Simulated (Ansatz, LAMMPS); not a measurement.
# Static equation of state of glassy 48SiO2-24B2O3-14Na2O-14MgO (mol %) (97 atoms)

Density of this cell: 2.58 g/cm³. The cell holds 97 atoms: 14 Si, 14 B, 8 Na, 4 Mg and 57 O. Cell: a = 10.443 Å, b = 10.255 Å, c = 10.473 Å, α = 89.9°, β = 86.3°, γ = 89.4°. The starting structure: 97 atoms (14 Si, 14 B, 8 Na, 4 Mg, 57 O) placed at random at 2.27 g/cm³, melted at 3000 K for 20 ps at fixed volume with the Buckingham and Coulomb pair potential of Guillot and Sator (Geochim. Cosmochim. Acta 71, 1249 (2007)) with the boron terms of Wang et al. (J. Non-Cryst. Solids 498, 294 (2018)). Quenched from 3000 K to 300 K at 50 K/ps and fixed volume, held 10 ps at zero pressure.

Calculated with Ansatz 0.2.0: Kohn-Sham DFT, LDA, PAW (set soft_2), plane waves; cutoff 420 eV, Γ point, fermi-dirac smearing of 0.025 eV. Cell and atoms were relaxed first, to V0 = 11.538 Å³ an atom at a residual P0 = -0.012 GPa. The cell was then scaled evenly, and the atoms were relaxed at each volume.

| volume (Å³/atom) | pressure (GPa) |
| --- | --- |
| 10.384 | 2.616 |
| 10.846 | ? |
| 11.192 | 1.373 |
| 11.884 | -1.257 |
| 12.230 | -2.124 |

**Question.** Fit the third-order Birch–Murnaghan equation to the rows given and interpolate to the withheld row.

Worked fit:

Take the Eulerian strain f = ½[(V0/V)^(2/3) − 1] and the normalised pressure F = (P − P0) / [3f(1 + 2f)^(5/2)]. The third-order Birch–Murnaghan equation is then the line F = B0 + (3/2)B0(B′ − 4) f, so u = f and v = F.

```
      u = f  v = F (GPa)
  0.0363831      20.2053
  0.0102568      42.7865
-0.00975660      44.6687
 -0.0190503      40.7256
```

With n = 4: mean u = 0.00445827, mean v = 37.0966, Σ(u − ū)² = 0.0018075, Σ(u − ū)(v − v̄) = -0.69921. Slope b = -0.69921 / 0.0018075 = -386.83; intercept a = v̄ − b ū = 38.821.

So B0 = a = 38.8 GPa and B′ = 4 + 2b/(3a) = -2.64. At the withheld volume f = 0.02106, F = a + b f = 30.68 GPa, and P = P0 + 3f(1 + 2f)^(5/2) F.

Prediction at 10.846: 2.136 GPa. The run gave 2.418 GPa, so the fit is low by 0.28 GPa (12 % of the value).

The series isn't one smooth equation of state: even a line fitted to all rows, the withheld one included, misses F by up to 30.2 %, the count of bonds changes along the series and an atom moves over 0.5 Å in some relaxation. B0 and B′ are then only the numbers of this fit, not moduli of the material. Among the rows given, the largest miss of the fit is at 10.384, by 0.59 GPa (12 % of the range of the table).

Limits: Static cells at zero temperature; the cell shape is held. The program notes that the SCF threshold of these relaxations is loose for the stress. The quench rate of 50 K/ps is many orders above laboratory rates, so the cell is likely richer in defects and strain than a real sample. The network of bonds at the start is that of the classical potential that made the cell, and needn't be the one that DFT or experiment would give. Only the Γ point is sampled, in a cell whose shortest periodic width is 10 Å.

[Logs are printed without paths, hosts, clocks, repeated set-up lines and the standing remarks that a program may print on its own settings, such as how far it seeks lower states.]

[Hosts, paths, dates, database ids (printed as entryN), source tags and the programs' standing remarks are cut or masked in the printed files.]
